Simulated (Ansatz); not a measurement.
# LaN (model cell, started as zinc blende): phonons and vibrational spectra, part 2 of 2

How does LaN (model cell, started as zinc blende) vibrate, and is this structure a minimum?

Ansatz 0.2.0; DFT LDA, scalar-relativistic, plane waves, PAW.

So far. Step 3 (Tight relaxation): The forces vanish by symmetry and the pressure is -0.009 GPa, within the tolerances set. The cell now holds 20.86 Å³/atom. The relaxed cell has a = 5.505 Å (conventional setting).

The structure was built from a prototype and need not be the compound's stable phase.

### 4. Phonons on a q mesh

Stability and thermal properties need the whole zone. Linear response on a 4×4×4 q mesh gives force constants as far as a supercell of that size would.

File input.yaml:

```yaml
crystal:
  lattice:
    - [0.0, 2.7526580406, 2.7526580406]
    - [2.7526580406, 0.0, 2.7526580406]
    - [2.7526580406, 2.7526580406, 0.0]
  atoms:
    - { symbol: La, position: [0.0, 0.0, 0.0] }
    - { symbol: "N", position: [0.25, 0.25, 0.25] }
kpoints:
  mp_grid: { grid: [8, 8, 8] }
hamiltonian:
  xc: lda
scf:
  occupations: { method: fixed }
output:
  eigenvalues: true
phonons:
  method: dfpt
  dielectric: true
  rigid_motions: translations
  raman: true
  qmesh: [4, 4, 4]
  temperatures: { t_max: 1000, t_step: 50 }
  qpath:
    path:
      - [[0.0, 0.0, 0.0], [-0.5, -0.5, 0.0], [-0.375, -0.375, 0.25]]
      - [[-0.375, 0.0, 0.375], [0.0, 0.0, 0.0], [0.0, 0.0, 0.5], [-0.5, -0.25, 0.25], [-0.5, -0.5, 0.0]]
    npoints: 10
```

Command:

```console
> ansatz run input.yaml --threads 4 --pin off --max-ram 7168MiB --backend cpu --events-out ev --progress --plain --runs-dir out
```

Numbers of over 12 decimals in the logs are rounded to 6 here.

The log of the run:

```text
Warning: phonons: the dynamical matrix that this run interpolates holds no multipole term above the dipole-dipole one, and a site of this crystal is no centre of inversion, so its interpolated transverse optical and acoustic branches and sound speeds can stay off near Gamma, and the density of states and the thermodynamics with them. What a run solves at a wave vector of phonons.qpoints, Gamma apart, where the deck admits one, is free of this, and under fd what a larger phonons.supercell samples
[...]
Crystal: 2 atoms, lattice volume = 41.714 Å³
Basis set: ecut = 420 eV, 869 PW (Γ), exchange–correlation on 54×54×54 points (8 copies of the dense FFT grid, shifted against one another)
Bands: 12, of which v1, the nominal top of the filled ones, is band 8 counted from 1 (7 counted from 0)
Symmetry: 24 space group operations
k-points: 95 of 512 (irreducible under 4 space group operations, time reversal used)
[...]
SCF iter   1: F=—  HF=-6452.586287 eV  |F-HF|=—  |Δ(HF+E_count)|=         —  Δρ=7.59e-3  dr2=2.75e-2  ethr=1.77e-3  ⟨swp⟩=3.0  Hψ=5130  notcnv=0  defer=150
[...]
SCF iter   7: F=-6452.580514 eV  HF=-6452.580514 eV  |F-HF|=1.27e-11  |Δ(HF+E_count)|=  4.18e-11  Δρ=3.80e-7  dr2=3.97e-11  ethr=1.00e-12  ⟨swp⟩=6.4  Hψ=7752  notcnv=0
SCF 1 converged in 7 iterations: F = -6452.580514 eV  dr2 = 3.97e-11
[...]
DFPT response loops at Γ: preconditioner auto → none (the input reference at scf.mixing.eps_inf says where Resta's filter doesn't serve); β = 0.50; Broyden in place of MSR1
── the response to a field inside a basis, on 10×10×10 k-points: an SCF that follows is theirs, and a resumed run solves both again ──
Bands: 9, of which v1, the nominal top of the filled ones, is band 8 counted from 1 (7 counted from 0)
k-points: 110 of 1000 (irreducible under 6 space group operations, time reversal used)
[...]
Eigensolver: Dense (110 Hₖ)
SCF iter   1: F=—  HF=-6452.582432 eV  |F-HF|=—  |Δ(HF+E_count)|=         —  Δρ=3.21e-4  dr2=7.53e-6  ethr=1.00e-1
[...]
SCF iter   6: F=-6452.582432 eV  HF=-6452.582432 eV  |F-HF|=9.09e-13  |Δ(HF+E_count)|=  1.09e-11  Δρ=1.21e-7  dr2=2.94e-12  ethr=2.49e-12
SCF 1 converged in 6 iterations: F = -6452.582432 eV  dr2 = 2.94e-12
[...]
NSCF: frozen V_eff on 29 k-points
[...]
DFPT response loops at q = (0, 0, 0.25) (fractional): preconditioner auto → Resta (q_TF=auto, 2.326 Å⁻¹)  ε∞=7.7 (no band partly filled); β = 1.00, the filter's whole step (`scf.mixing.beta` (0.50) is not read by the response loops at its default; to damp them type it under 1.00, their step now; it binds the ground state too); Broyden in place of MSR1
[...]
SCF converged after 7 iterations
Free energy (F): -6452.580514 eV
[...]
Internal energy: -6452.580514 eV  (E = F + TS)
E sigma→0 (E₀):  -6452.580514 eV
Fermi energy:    9.603067 eV
[...]
--- Band table (eV; the first three rows and the last of 95) ---
  k-point 0: bands = [... 4 lower, -1.8766, 7.4360, 7.4360, 7.4360, 10.6218, 13.4334, 13.4334, 13.4334]
  k-point 1: bands = [... 4 lower, -1.5092, 7.4150, 7.5494, 7.5494, 11.1281, 13.3689, 13.3689, 13.3869]
  k-point 2: bands = [... 4 lower, -0.9734, 7.7209, 7.7980, 7.7980, 11.9007, 13.2674, 13.2674, 13.3628]
  k-point 94: bands = [... 4 lower, 0.1097, 8.1728, 8.2686, 9.2741, 11.9463, 12.8991, 13.5063, 13.6002]
--- Phonons (Γ-DFPT): 2 representative perturbations + reference, on 95 of 512 k-points (Σ response iterations 6) ---
  k mesh reduced under 4 symmetry operations, with k and −k counted as one. Each operation leaves every solved perturbation unchanged. A smaller set is not considered because the run solves the response to a homogeneous field
  ASR residual: 4.073e-4 → 0.000e0 eV/Å²; symmetrization residual: 1.471e-7 eV/Å²
  ASR residual per site (eV/Å²): 1.32e-4 4.07e-4
  Γ frequencies (cm⁻¹): 0.00 0.00 0.00 357.46 357.46 357.46
  ε∞ (high-frequency dielectric tensor):
        8.630459     0.000000    -0.000000
        0.000000     8.630459    -0.000000
       -0.000000    -0.000000     8.630459
  ε⁰ (static dielectric tensor: ions relaxed, cell fixed):
       18.592274    -0.000000     0.000000
       -0.000000    18.592274     0.000000
        0.000000     0.000000    18.592274
  ε⁰ − ε∞ (ionic part):
        9.961815    -0.000000     0.000000
       -0.000000     9.961815     0.000000
        0.000000     0.000000     9.961815
  softest optical mode at Γ: 357.46 cm⁻¹; the repairs (sum rule, projections) moved no ω² at Γ by more than (2.82 cm⁻¹)²
  Born effective charges Z* (e; rows j = field, columns β = displacement):
    site 0:
         3.70543   -0.00000    0.00000
         0.00000    3.70543    0.00000
         0.00000    0.00000    3.70543
    site 1:
        -3.70543    0.00000   -0.00000
        -0.00000   -3.70543   -0.00000
        -0.00000   -0.00000   -3.70543
  Z* charge neutrality: 2.947e-4 e pre-enforcement
  solved inside a basis spanned on kpoints, on 10×10×10 k-points: ε∞ is read to err by 2.5e-2, Z* by 1.2e-2 e (field_mesh: kpoints solves on kpoints); Z* is corrected for what the basis lacks
  Raman tensors (in the event stream and the table raman_tensors.tsv): an entry may err by 1.7e-2 Å², one of the second-order susceptibility by 3.3e-1 pm/V (basis, points and sum rule); their sum over the sites missed zero by 1.751e-4 Å² ahead of its enforcement
  optical modes at Γ without the LO–TO term, one row a degenerate level:
      ω (cm⁻¹)  modes    IR ((D/Å)²/amu)  static Raman (Å⁴/amu)  depolarisation
        357.46      3            74.6861              1679.6841           0.750
  optical modes at Γ + LO–TO along q̂ = [1.0000, 0.0000, 0.0000]:
      ω (cm⁻¹)  modes    IR ((D/Å)²/amu)  static Raman (Å⁴/amu)  depolarisation
        357.46      2            49.7907              1119.7894           0.750
        524.66      1            24.8954              1131.7539           0.750
  optical modes at Γ + LO–TO along q̂ = [0.0000, 1.0000, 0.0000]:
      ω (cm⁻¹)  modes    IR ((D/Å)²/amu)  static Raman (Å⁴/amu)  depolarisation
        357.46      2            49.7907              1119.7894           0.750
        524.66      1            24.8954              1131.7539           0.750
  optical modes at Γ + LO–TO along q̂ = [0.0000, 0.0000, 1.0000]:
      ω (cm⁻¹)  modes    IR ((D/Å)²/amu)  static Raman (Å⁴/amu)  depolarisation
        357.46      2            49.7907              1119.7894           0.750
        524.66      1            24.8954              1131.7539           0.750
--- Phonons (arbitrary-q DFPT): 8 irreducible q on the 4×4×4 mesh ---
  q = [0.0000, 0.0000, 0.0000] (star 1, of the zone-centre solve; hermiticity 4.92e-8, symmetrization 1.96e-14): -0.00 -0.00 -0.00 357.46 357.46 357.46
  q = [0.0000, 0.0000, 0.2500] (star 8, 2 solved perturbations on 288 of 512 k-point pairs; hermiticity 2.82e-8, symmetrization 6.36e-14): 39.46 39.46 121.32 348.73 348.73 520.29
[...]
q = [0.0000, 0.2500, 0.2500] (star 6, 4 solved perturbations in 528 linear systems a pass and spin channel, the states on 164 of 512 k-point pairs; hermiticity 2.53e-8, symmetrization 2.07e-14): 66.63 66.63 121.75 334.33 334.33 529.07
[...]
sum rule: each row above includes the acoustic sum rule's correction from the zone centre's row sums; it moved no ω² by more than (2.81 cm⁻¹)²
  mesh force constants: q→R imaginary residual 1.03e-18; ASR residual 4.073e-4 → 0.000e0 eV/Å²; symmetrization residual 2.665e-15 eV/Å²
  interpolated dispersion: 63 rows × 6 modes
  density of states and harmonic sums: on the 20×20×20 q-mesh, interpolated from the force constants of a 4×4×4 supercell (with the dipole–dipole term)
  largest difference from the sums on the solved wave vectors: F 1.09e-2 eV, S 1.49e-5 and C_V 3.97e-6 eV/K
  zero-point energy: 0.094404 eV/cell   skipped modes (ω ≤ 0): 3   left out of the sums: 6.25e-5 of the cell's modes: C_V's classical limit lies that fraction below 3 k_B per atom; for a crystal, a wire or a layer, F and S can be off by more, and a phonons.interpolated_qmesh denser along its periods is the remedy for the sampling
```

Elapsed: 4.7 min, on 4 threads of Arm Neoverse V2, shared host; peak memory 1.2 GiB.

This step gave:

| Quantity | Value |
| --- | --- |
| sum-rule residual before enforcement | 4.07e-4 eV/Å² |
| miss of the charge sum rule | 2.95e-4 e |
| estimated error of the dielectric tensor | 0.02469 |
| estimated error of the Born charges | 0.01188 e |
| lowest frequency on the path | 0 cm⁻¹ |
| point group | -43m |
| highest frequency on the path or at a solved wavevector | 530.6 cm⁻¹ |
| mean frequency | 253.8 cm⁻¹ |
| Debye temperature (second moment) | 554 K |
| logarithmic mean frequency | 198.6 cm⁻¹ |
| highest optical mode at the zone centre (no LO-TO term) | 357.5 cm⁻¹ |
| lowest optical zone-centre mode | 357.5 cm⁻¹ |
| mean high-frequency dielectric constant | 8.630 |
| largest Born charge (third of the trace) | 3.705 e |
| mean static dielectric constant | 18.59 |
| top of the zone-centre spectrum with the field | 524.7 cm⁻¹ |

Optical modes at the zone centre, without and with the macroscopic field of the longitudinal modes; each column is sorted by frequency, so a row need not hold one and the same mode. Modes with and without the field, by row:

```tsv
rank among optical modes	no field (cm⁻¹)	q along (1, 0, 0) (cm⁻¹)
1	357.5	357.5
2	357.5	357.5
3	357.5	524.7
```

Born charge (rows field, columns displacement) (e), principal values of the symmetric part by kind of site:

```tsv
atom	atoms with these values	low	middle	high	mean
La1	1	3.71	3.71	3.71	3.71
N2	1	-3.71	-3.71	-3.71	-3.71
```

In full for La1:

```
3.71 0.00 0.00
0.00 3.71 0.00
0.00 0.00 3.71
```

High-frequency dielectric tensor:

```
8.63 0.00 0.00
0.00 8.63 0.00
0.00 0.00 8.63
```

Static dielectric tensor (ions relaxed, fixed cell):

```
18.59  0.00  0.00
 0.00 18.59  0.00
 0.00  0.00 18.59
```

Transverse modes. Infrared lines, with heights relative to the strongest:

```tsv
position (cm⁻¹)	label	relative intensity
358	T2	100
```

Activity x (w_L - w)^4 (n + 1)/w, 532 nm, 300 K; the tensors are static ones, while 532 nm light lies above the computed direct gap, where resonance would change the heights; modes without the macroscopic field alone. Lines of the Raman spectrum (strongest = 100):

```tsv
position (cm⁻¹)	label	relative intensity
358	T2	100
```

Static second-order susceptibility (pm/V), twice the coefficient d of second-harmonic generation. Second order susceptibility, by row:

```tsv
field along	xx	yy	zz	yz	xz	xy
x	0	0	0	360.7	0	0
y	0	0	0	0	360.7	0
z	0	0	0	0	0	360.7
```

Frequencies (cm⁻¹) solved at each irreducible wavevector; negative means imaginary. Frequencies by wavevector, by row:

```tsv
q in reciprocal lattice units	star	mode 1	mode 2	mode 3	mode 4	mode 5	mode 6
0 0 0	1	0	0	0	357.5	357.5	357.5
0 0 0.25	8	39.5	39.5	121.3	348.7	348.7	520.3
0 0 -0.5	4	58.5	58.5	189.9	336.7	336.7	506
0 0.25 0.25	6	66.6	66.6	121.8	334.3	334.3	529.1
0 0.25 -0.5	24	85.5	121.3	172.7	319.8	344.9	512
0 0.25 -0.25	12	63.9	120.8	156.1	337.7	355.5	508.6
0 -0.5 -0.5	3	107.9	107.9	183.6	298.1	298.1	528.8
0.25 -0.5 -0.25	6	131.2	134.5	166.9	308.1	363.2	502.8
```

Interpolated from a 4×4×4 q mesh, with the LO-TO term (at Γ the limit along the path; where Γ stands inside the path, tables give the limit on arrival). Phonon branches along the path, in cm⁻¹:

```tsv
point	branch 1	branch 2	branch 3	branch 4	branch 5	branch 6
Γ	0	0	0	358	358	525
halfway	67	67	122	334	334	529
X	108	108	184	298	298	529
halfway	103	125	180	302	313	524
U	91	149	171	313	339	514
jump to K	91	149	171	313	339	514
halfway	46	89	130	346	355	513
Γ	0	0	0	358	358	525
halfway	40	40	121	349	349	520
L	58	58	190	337	337	506
halfway	83	118	180	325	356	505
W	131	134	167	308	363	503
halfway	119	121	177	304	328	518
X	108	108	184	298	298	529
```

The phonon branches as a text plot (rows in cm⁻¹):

```
    520 |*******************   *****************            *****
    497 |                   ***                 ************
    475 |
    453 |
    431 |
    409 |
    387 |
    365 |***                ***************           ******
    343 |   ****         *** *******       ***********      **
    321 |       **     ******                        ****     *
    298 |         *******                                ********
    276 |
    254 |
    232 |
    210 |
    188 |           ****                        *******       ***
    166 |        ***    *******               **       *******
    144 |       *       *****  *             *          ****
    122 |      *      **     ** *           *         ** *******
     99 |    **  **********    ***         *        ** **      **
     77 |   *  **          ****  ***      *        ****
     55 |  * **                ** ***    *   *******
     33 | * *                    *****  *  **
     11 |***                        *******
         Γ           X  U|K            Γ         L        W     X
```

The phonon density of states has structure finer than the step of the table below, so its rows give means over 20 cm⁻¹, whole bins alone (the curve runs from 2.5 to 532 cm⁻¹). Peaks (cm⁻¹: height): 102.5: 0.0252, 172.5: 0.0428, 352.5: 0.0764, 507.5: 0.0739.

Tetrahedra on a 20×20×20 mesh, mean over bins of 5 cm-1. Interpolated from a 4×4×4 q mesh. Phonon density of states against wavenumber; means over each step:

```tsv
wavenumber (cm⁻¹)	phonon density of states (1/cm⁻¹/cell)
20	0.00265
40	0.00711
60	0.0186
80	0.0241
100	0.0246
120	0.0191
140	0.0161
160	0.0175
180	0.0197
200	2.7e-4
220	0
240	0
260	0
280	0
300	0.00717
320	0.0259
340	0.0411
360	0.0259
380	0
400	0
420	0
440	0
460	0
480	5.0e-6
500	0.0184
520	0.0308
```

The partial phonon density of states has structure finer than the step of the table below, so its rows give means over 25 cm⁻¹, whole bins alone (the curve runs from -10 to 556 cm⁻¹). Peaks (cm⁻¹: height): La 96.9: 0.0236, 171.7: 0.0352, 349.8: 0.00479; N 349.8: 0.0548, 510.2: 0.0483.

Phonopy on the run's constants, 17x17x17 mesh, Gaussian sigma 4.0 cm-1. Interpolated from a 4×4×4 q mesh. Table of partial phonon density of states by wavenumber; means over each step; values in 1/cm⁻¹/cell:

```tsv
wavenumber (cm⁻¹)	La	N
25	0.00332	3.5e-4
50	0.0111	0.00123
75	0.0211	0.00234
100	0.0219	0.00219
125	0.0173	0.00125
150	0.0131	5.7e-4
175	0.0228	2.4e-4
200	8.8e-4	2.7e-6
225	0	0
250	0	0
275	3.6e-7	1.8e-6
300	9.0e-4	0.00733
325	0.00289	0.0255
350	0.00338	0.0386
375	7.7e-5	0.00135
400	0	0
425	0	0
450	0	0
475	0	4.6e-7
500	2.8e-4	0.0193
525	6.8e-4	0.0196
```

Second derivatives of the energy by pair, one row for each kind of neighbour of each atom listed. Each entry sums the pair over the periodic images of the supercell that the q mesh stands for, and in a polar crystal it holds the long-range dipole part too. Force constants by pair, by row:

```tsv
atom	neighbour	distance (Å)	third of the trace (eV/Å²)	along the pair's line (eV/Å²)
La1	itself	0	11.55	–
La1	N	2.384	-2.066	-4.022
La1	La	3.893	-0.338	-1.67
La1	N	4.565	-0.0281	0.4194
La1	La	5.505	-0.0442	-0.2268
La1	N	5.999	0.1564	0.4763
La1	La	6.743	-0.013	-0.1356
La1	N	7.152	0.03	0.1139
La1	N	7.152	-0.0534	0.0421
N2	itself	0	7.971	–
N2	La	2.384	-2.066	-4.022
N2	N	3.893	-0.0132	-1.231
N2	La	4.565	-0.0281	0.4194
N2	N	5.505	-0.0506	-0.1927
N2	La	5.999	0.1564	0.4763
N2	N	6.743	-0.0254	-0.1686
N2	La	7.152	-0.0534	0.0421
N2	La	7.152	0.03	0.1139
```

Harmonic thermodynamic functions per atom, from the density of states. Interpolated from a 4×4×4 q mesh. Thermodynamic functions, by row:

```tsv
T (K)	F_vib (meV/atom)	S (J/mol-atom/K)	C_V (J/mol-atom/K)
0	47.2	0	0
50	46.6	3.495	6.017
100	43.21	9.521	11.65
200	27.72	19.97	18.43
300	2.64	28.09	21.42
400	-29.9	34.46	22.8
500	-68.38	39.63	23.52
600	-111.8	43.96	23.93
700	-159.3	47.67	24.19
800	-210.4	50.91	24.36
900	-264.7	53.79	24.48
1000	-321.8	56.37	24.57
```

Harmonic mean-square displacement, third of the trace. Interpolated from a 4×4×4 q mesh. Mean square displacements, by row:

```tsv
T (K)	La1 U_eq (Å²)	N2 U_eq (Å²)
0	0.00129	0.00404
100	0.00367	0.00652
300	0.01028	0.01431
600	0.02042	0.02727
```

Symmetry leaves 8 wavevectors to solve. The lowest mode among them, the acoustic zeros apart, lies at q = (0, 0, 0.25) and is real, 39.5 cm⁻¹.

### 5. Isotope substitution

An isotope changes the mass and not the force constants, so no new electronic calculation is needed; the shifts show which modes move this element.

The same force constants with the mass of N changed from 14.007 to 15.000 u (phonopy, no LO-TO term). Both lists are sorted by frequency; levels can cross, so a row need not hold one and the same mode. Modes under 3 cm⁻¹ are left out. Isotope shifts, by row:

```tsv
q	rank	natural mass (cm⁻¹)	changed mass (cm⁻¹)
0 0 0	4	357.5	346.5
0 0 0	5	357.5	346.5
0 0 0	6	357.5	346.5
0 0 0.25	1	39.46	39.32
0 0 0.25	2	39.46	39.32
0 0 0.25	3	121.3	121.1
0 0 0.25	4	348.7	338.2
0 0 0.25	5	348.7	338.2
0 0 0.25	6	520.3	503.9
0 0 -0.5	1	58.48	58.26
0 0 -0.5	2	58.48	58.26
0 0 -0.5	3	189.9	189.9
0 0 -0.5	4	336.7	326.6
0 0 -0.5	5	336.7	326.6
0 0 -0.5	6	506	489
0 0.25 0.25	1	66.63	66.39
0 0.25 0.25	2	66.63	66.39
0 0.25 0.25	3	121.8	121.5
0 0.25 0.25	4	334.3	324.2
0 0.25 0.25	5	334.3	324.2
0 0.25 0.25	6	529.1	512.2
```

A mode of this element alone would shift by -3.37 %. The highest zone-centre frequency without the field goes from 357.5 to 346.5 cm⁻¹ (-3.1 %). The product of the frequency ratios over all optical modes at Γ is 0.911; the product rule, (m/m′)^(3k/2) (M′/M)^(3/2) with k = 1 such atoms and M the mass of the cell, gives 0.911.

### 6. Results

```
space group after relaxation (within 0.01 Å)            : F-43m
volume per atom                                         : 20.9 Å³
gap on the k-mesh                                       : 1.02 eV
highest optical mode at the zone centre (no LO-TO term) : 357 cm⁻¹
top of the zone-centre spectrum with the field          : 525 cm⁻¹
lowest optical zone-centre mode                         : 357 cm⁻¹
mean high-frequency dielectric constant                 : 8.63
mean static dielectric constant                         : 18.6
largest Born charge (third of the trace)                : 3.71 e
lowest mode on the q mesh (acoustic modes at Γ apart)   : 39.5 cm⁻¹
highest frequency on the path or at a solved wavevector : 531 cm⁻¹
zero-point energy per atom                              : 47.2 meV
heat capacity at 300 K                                  : 21.4 J/(mol atoms K)
vibrational entropy at 300 K                            : 28.1 J/(mol atoms K)
Debye temperature (second moment)                       : 554 K
imaginary modes on the 4×4×4 q mesh                     : none
```

The structure is a minimum as far as tested: no mode is imaginary at the 8 irreducible wavevectors of the 4×4×4 mesh, and the softest away from the acoustic zeros lies at 39 cm⁻¹. Without the field, the optical modes at Γ form one degenerate level at 357 cm⁻¹. With the macroscopic field of the longitudinal modes the top of the zone-centre spectrum lies at 525 cm⁻¹, against 357 cm⁻¹ without it. Lattice motion raises the mean dielectric constant from 8.630 to 18.59. The strongest infrared line is at 358 cm⁻¹. Averaged over orientations, the strongest Raman line at 532 nm and 300 K is at 358 cm⁻¹, among the modes without the field; their longitudinal partners can be Raman active too. The tensors are the static, non-resonant ones, while 532 nm light (2.33 eV) lies above the computed gap. On the path and the mesh, the widest gap between branches runs from 363 to 503 cm⁻¹. The program warns that the interpolation holds no quadrupole term, so branches close to Γ can be off in this crystal. Spin-orbit coupling is left out, which can matter for the heavy elements here. The starting cell was built on a prototype and not taken from a measurement, so the phase need not exist. These are harmonic frequencies at zero temperature: anharmonic shifts, linewidths and thermal expansion are left out.

[Logs are printed without paths, hosts, clocks, repeated set-up lines and the standing remarks that a program may print on its own settings, such as how far it seeks lower states.]

[Hosts, paths, dates, database ids (printed as entryN), source tags and the programs' standing remarks are cut or masked in the printed files.]
